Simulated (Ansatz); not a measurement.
## N_O in MgO (Fm-3m): charge-transition levels and formation energies

Wanted: the transition levels of a substitutional impurity in MgO (Fm-3m), from a cell of 54 host atoms with 1 O taken out and 1 N put in.

Program: Ansatz 0.2.0. Level of theory: place-levels on r2SCAN runs: charge-transition levels and formation energies with image-charge correction and potential alignment at the atomic sites. Results are calculated unless marked as measured.

Experimental background.

For MgO, rocksalt (bulk crystal), “Electronic structure of alkaline earth and post-transition metal oxides” (2009, arxiv:0908.1581) quotes earlier work: band gap (literature experimental gap) 7.83 eV [Literature value based on experiment; other listed experimental values range from 7.7 to …].

This is a report of a sequence of runs, with most program output left out.

## 1. Starting point

The cell holds 54 atoms: 27 Mg, 26 O and 1 N. Cell: a = 8.919 Å, b = 8.919 Å, c = 8.919 Å, α = 60.0°, β = 60.0°, γ = 60.0°. It derives from MgO (space group Fm-3m). Nearest the centre at fractional (0.500, 0.500, 0.500): N28 at 0.00 Å, Mg47 at 2.10 Å, Mg51 at 2.10 Å, Mg35 at 2.10 Å, Mg45 at 2.10 Å, Mg29 at 2.10 Å, Mg33 at 2.10 Å, O26 at 2.97 Å.

Structure file:

```xyz
54
Lattice="0.0000 6.3066 6.3066 6.3066 0.0000 6.3066 6.3066 6.3066 0.0000" Properties=species:S:1:pos:R:3 pbc="T T T"
Mg    0.0000    0.0000    0.0000
O     2.1022    2.1022    2.1022
Mg    2.1022    2.1022    0.0000
O     4.2044    4.2044    2.1022
Mg    4.2044    4.2044    0.0000
O     6.3066    6.3066    2.1022
Mg    2.1022    0.0000    2.1022
O     4.2044    2.1022    4.2044
Mg    4.2044    2.1022    2.1022
O     6.3066    4.2044    4.2044
Mg    6.3066    4.2044    2.1022
O     8.4088    6.3066    4.2044
Mg    4.2044    0.0000    4.2044
O     6.3066    2.1022    6.3066
Mg    6.3066    2.1022    4.2044
O     8.4088    4.2044    6.3066
Mg    8.4088    4.2044    4.2044
O    10.5110    6.3066    6.3066
Mg    0.0000    2.1022    2.1022
O     2.1022    4.2044    4.2044
Mg    2.1022    4.2044    2.1022
O     4.2044    6.3066    4.2044
Mg    4.2044    6.3066    2.1022
O     6.3066    8.4088    4.2044
Mg    2.1022    2.1022    4.2044
O     4.2044    4.2044    6.3066
Mg    4.2044    4.2044    4.2044
N     6.3066    6.3066    6.3066
Mg    6.3066    6.3066    4.2044
O     8.4088    8.4088    6.3066
Mg    4.2044    2.1022    6.3066
O     6.3066    4.2044    8.4088
Mg    6.3066    4.2044    6.3066
O     8.4088    6.3066    8.4088
Mg    8.4088    6.3066    6.3066
O    10.5110    8.4088    8.4088
Mg    0.0000    4.2044    4.2044
O     2.1022    6.3066    6.3066
Mg    2.1022    6.3066    4.2044
O     4.2044    8.4088    6.3066
Mg    4.2044    8.4088    4.2044
O     6.3066   10.5110    6.3066
Mg    2.1022    4.2044    6.3066
O     4.2044    6.3066    8.4088
Mg    4.2044    6.3066    6.3066
O     6.3066    8.4088    8.4088
Mg    6.3066    8.4088    6.3066
O     8.4088   10.5110    8.4088
Mg    4.2044    4.2044    8.4088
O     6.3066    6.3066   10.5110
Mg    6.3066    6.3066    8.4088
O     8.4088    8.4088   10.5110
Mg    8.4088    8.4088    8.4088
O    10.5110   10.5110   10.5110
```

Screening for the image-charge correction: ε∞ = 3.23, ε0 = 10.09, from a response run on this crystal (DFPT, PBEsol) at that run's own cell.

The cell's shortest repeat is 8.9 Å.

## 2. Charge states

Levels follow from differences of total energies between charge states, each relaxed by itself.

Random displacements of about 0.05 Å break the site symmetry at the start, so that the relaxation can reach a distorted minimum if there is one. Forces are taken at one point at (¼, ¼, ¼). The cell holds 1 electron more than the neutral one, with a uniform background that keeps it neutral on the whole.

The sampling was tested on the host first: at the k-points planned (1x1x1 shifted 0.25 0.25 0.25) its energy lies 0.020 eV an atom from the dense-mesh value, under the bound of 0.02 eV set for this test; that bounds the host's error, not the defect's.

One of the inputs; charge, spin and start change from state to state.

The input, qm1.relax/input.yaml:

```yaml
crystal:
  lattice:
    - [0.0, 2.10219755, 2.10219755]
    - [2.10219755, 0.0, 2.10219755]
    - [2.10219755, 2.10219755, 0.0]
  atoms:
    - { symbol: Mg, position: [0.0, 0.0, 0.0] }
    - { symbol: O, position: [0.5, 0.5, 0.5] }
  supercell: [3, 3, 3]
  defects: [{ substitution: { at: 27, symbol: "N" } }]
total_charge: -1
basis:
  ecutwfc: 500
  xc_grid: 2
hamiltonian:
  xc: r2scan
kpoints:
  mp_grid: { grid: [1, 1, 1], shift: [0.25, 0.25, 0.25] }
scf:
  occupations: { method: fixed }
  max_iter: 100
output:
  forces: true
  charged_corrections: { epsilon: 3.23, static_epsilon: 10.09 }
relax:
  f_tol: 0.02
  max_steps: 80
  random_displacement: { amplitude: 0.05, seed: 7894 }
checkpoint:
  write: "../qm1.relax.run"
  compress: false
  write_wavefunctions: true
  write_every: 100000
```

The run is started by

```sh
$ ansatz run input.yaml --threads 4 --pin off --max-ram 7536MiB --backend cpu --events-out ev --progress --plain --runs-dir out
```

The relaxed structure is kept and the sampling changed to a 2×2×2 shifted mesh.

The run of this state that the levels use, under r2SCAN:

The input, qm1.point/input.yaml:

```yaml
crystal:
  checkpoint: "../qm1.relax.run"
  host: checkpoint
total_charge: -1
basis:
  ecutwfc: 500
  xc_grid: 2
hamiltonian:
  xc: r2scan
kpoints:
  mp_grid: { grid: [2, 2, 2], shift: [0.5, 0.5, 0.5] }
scf:
  occupations: { method: fermi_dirac, width: 0.01 }
  max_iter: 100
output:
  forces: true
  eigenvalues: true
  charged_corrections:
    epsilon: 3.23
    static_epsilon: 10.09
    defect_position: [0.5, 0.5, 0.5]
  eigenstates: { localisation: true }
  populations: true
  band_densities: [{ bands: [v1, v1] }, { bands: [c1, c1] }]
  write_density: true
  write_potential: true
  volumetric_format: npy
  elf: true
checkpoint:
  read: "../qm1.relax.run"
  write: "../qm1.point.run"
  compress: false
  write_wavefunctions: false
  write_every: 100000
```

Relaxations under r2SCAN at one point at (¼, ¼, ¼); times on 4 threads of Arm Neoverse V1, shared host:

```csv
charge,moment (μB),occupations,outcome,steps,largest displacement against the far atoms (Å),time
−1,0,fixed,converged,4,0.05,52 s
0,1,fixed,converged,12,0.06,6 min
```

Single points under r2SCAN at a 2×2×2 shifted mesh; times on 4 threads of Arm Neoverse V1, shared host:

```csv
charge,moment (μB),occupations,outcome,time
−1,0,fermi-dirac,converged,67 s
0,1,fermi-dirac,converged,3.7 min
```

Distances (Å) from N28 to the nearest atoms after relaxation with r2SCAN:

```csv
charge,moment (μB),1.,2.,3.,4.,5.,6.
−1,0,Mg 2.05,Mg 2.05,Mg 2.05,Mg 2.05,Mg 2.05,Mg 2.05
0,1,Mg 2.12,Mg 2.12,Mg 2.12,Mg 2.12,Mg 2.14,Mg 2.14
```

## 3. Placing the levels, r2SCAN

A charged cell interacts with its images and the background, and its potential has another zero than the host's. place-levels removes the first by a point-charge model, screened by the static dielectric constant since the ions have relaxed around the charge, and the second by comparing potentials at atoms far from the defect.

The host is a run of the defect-free crystal in the same cutoffs, grids and k-points, so that basis and sampling errors cancel in part in the differences. The host is run in a cell of 2 atoms on a matching mesh. Its band edges are searched through the zone by a band path, so the gap is smaller than, or equal to, that on the mesh. Chemical potentials are energies per atom of O (O2 molecule) and N (N2 molecule), run with the same functional and cutoff.

The input, levels.point.yaml:

```yaml
host:
  run: host.point.run
states: [qm1.point.run, q0_M1.point.run]
geometry_from:
  qm1.point.run: qm1.relax.run
  q0_M1.point.run: q0_M1.relax.run
chemical_potentials:
  O:
    energy: -565.983079
    dataset: "<sha256 of the dataset>"
  "N":
    energy: -384.812052
    dataset: "<sha256 of the dataset>"
epsilon: 3.23
static_epsilon: 10.09
vertical:
  - { from: qm1.point.run, to: qm1.point_neutral.run }
```

The run is started by

```sh
$ ansatz place-levels levels.point.yaml -- --threads 4 --pin off --max-ram 7536MiB
```

It took 0.24 s on 4 threads of Arm Neoverse V1, shared host.

Levels between the charges placed, in eV above the valence top:

```csv
,gap (eV),(0/−1)
r2SCAN,5.68,1.78
```

Corrections by state:

```csv
charge,moment (μB),image terms and alignment (eV),band filling (eV),ε used,"over the lowest of its charge, as the program ranks them, band filling apart (eV)"
0,1.0,0.000,-,-,0.000
−1,0.0,0.267,-,10.09,0.000
```

The charged structures listed were also run neutral, and place-levels reads from each pair, by the potential or the spins, how wide the charge is by which they differ; that can be the carrier of either run.

```csv
charge,rms radius (Å),spread where it is widest against the cell (Å),wide from (Å),reading
−1,1.1,0.69,1.26,narrow
```

The neutral runs of these pairs need not share the spin of the lowest neutral state, and very wide values only mean spread over the cell.

From the program's caveats on the states, each cut to its opening words:

- charge 0 (1 μB), −1: its alignment with the host at atomic sites is doubtful: the cell is too small to show whether the defect's potential has decayed: take a larger one
- charge 0 (1 μB): flagged: stability check not made

The host's formation energy from the elements is -2.971 eV per atom; it sets how far the chemical potentials can move.

Limit set by the element alone; other compounds of these elements are not counted. Chemical potentials from the elements' reference states: Mg 0.00 eV, O -5.94 eV, N 0.00 eV. Formation energies (Mg-rich), with the Fermi level at the valence top and at the conduction bottom (gap 5.68 eV):

```csv
charge,at valence top (eV),at conduction bottom (eV),correction included (eV)
0,0.16,0.16,0.00
−1,1.94,-3.75,0.27
```

(Fermi level (eV), lowest formation energy (eV)): (0.00, 0.16), (0.52, 0.16), (1.03, 0.16), (1.55, 0.16), (2.07, -0.13), (2.58, -0.64), (3.10, -1.16), (3.62, -1.68), (4.14, -2.20), (4.65, -2.71), (5.17, -3.23), (5.68, -3.75)

Limit set by the element alone; other compounds of these elements are not counted. Chemical potentials from the elements' reference states: O 0.00 eV, Mg -5.94 eV, N 0.00 eV. Formation energies (O-rich), with the Fermi level at the valence top and at the conduction bottom (gap 5.68 eV):

```csv
charge,at valence top (eV),at conduction bottom (eV),correction included (eV)
0,6.11,6.11,0.00
−1,7.88,2.20,0.27
```

```csv
Fermi level (eV),lowest formation energy (eV)
0.00,6.11
0.52,6.11
1.03,6.11
1.55,6.11
2.07,5.82
2.58,5.30
3.10,4.78
3.62,4.26
4.14,3.75
4.65,3.23
5.17,2.71
5.68,2.20
```

## 4. Effect of the sampling

The relaxations' own energies give the levels at their sampling, for comparison.

The input, levels.relax_mesh.yaml:

```yaml
host:
  run: host.relax.run
states: [qm1.relax.run, q0_M1.relax.run]
chemical_potentials:
  O:
    energy: -565.983079
    dataset: "<sha256 of the dataset>"
  "N":
    energy: -384.812052
    dataset: "<sha256 of the dataset>"
```

The run is started by

```sh
$ ansatz place-levels levels.relax_mesh.yaml -- --threads 4 --pin off --max-ram 7536MiB
```

The job ended after 0.1 s (4 threads).

Levels between neighbouring charges, in eV above the valence top:

```csv
,gap (eV),(0/−1)
"one point at (¼, ¼, ¼)",5.67,1.88
a 2×2×2 shifted mesh,5.68,1.78
```

Going from one point at (¼, ¼, ¼) to a 2×2×2 shifted mesh moves the levels that carry no band-filling term by up to 0.10 eV and formation energies against the elements by up to 0.07 eV.

## 5. What a wrong or other choice does

In this try the input is made faulty on purpose, to show what that does.

Another version of the file is tried.

levels.try0.yaml is levels.point.yaml with these lines changed:

```diff
+defect_position:
+  qm1.point.run: [0.0, 0.0, 0.0]
```

The run is started by

```sh
$ ansatz place-levels levels.try0.yaml -- --threads 4 --pin off --max-ram 7536MiB
```

The change: the charge placed away from the defect.

The command refused this file.

## 6. Outcome

```
gap of the host                                                          : 5.68 eV (r2SCAN)
level (0/minus 1)                                                        : 1.78 eV above the valence top
lowest of the charges placed, just above the valence top (0.02 eV)       : 0
lowest of the charges placed, just below the conduction bottom (0.02 eV) : −1
lowest formation energy at mid-gap of the charges run, Mg-rich           : -0.90 eV
lowest formation energy at mid-gap of the charges run, O-rich            : 5.04 eV
```

In words: Of the charges placed (−1 and 0), the lowest changes at 1.78 eV (0/−1) above the valence top, in a gap of 5.68 eV. Charges above 0 and below −1 were not placed, so these runs say nothing of levels that involve them. States placed: 0 at 1 μB; −1 at 0 μB. Other spin states or structures, where not listed, weren't placed. N is taken at its element; compounds, which aren't counted here, bound the chemical potentials and would shift these formation energies. Going from one point at (¼, ¼, ¼) to a 2×2×2 shifted mesh moves the levels that carry no band-filling term by up to 0.10 eV and formation energies against the elements by up to 0.07 eV. The program doubts the alignment of potentials for at least one state, a sign that the cell is small. What this leaves open: the images are only 8.9 Å apart; r2SCAN makes the gap too small and tends to spread out bound carriers; where a gas molecule sets a chemical potential or the host's formation energy, its binding is uncorrected.

Computed beside measured:

| quantity | measured | r2SCAN |
| --- | --- | --- |
| band gap (least gap of the host) (eV) | 7.83 | 5.68 (-2.15 eV) |

Measured values from arxiv:0908.1581 (2009).

**Verdict.** The band gap is off by -2.15 eV: a clear miss. Local and semilocal functionals usually give gaps below the measured ones. Zero-point and thermal motion shift the measured gap.

[Logs are printed without paths, hosts, clocks, repeated set-up lines and the standing remarks that a program may print on its own settings, such as how far it seeks lower states.]

[Hosts, paths, dates, database ids (printed as entryN), source tags and the programs' standing remarks are cut or masked in the printed files.]

[Where a table of states has a column of steps, it counts the stored structures, which are thinned; the runs took as many ionic steps or more.]

[A defect's name tells the site on which it was built; relaxed atoms can leave that site.]

[For some hosts the program warned that the k-mesh of the response run may be too coarse for force constants and the static dielectric constant; such warnings are not shown here.]
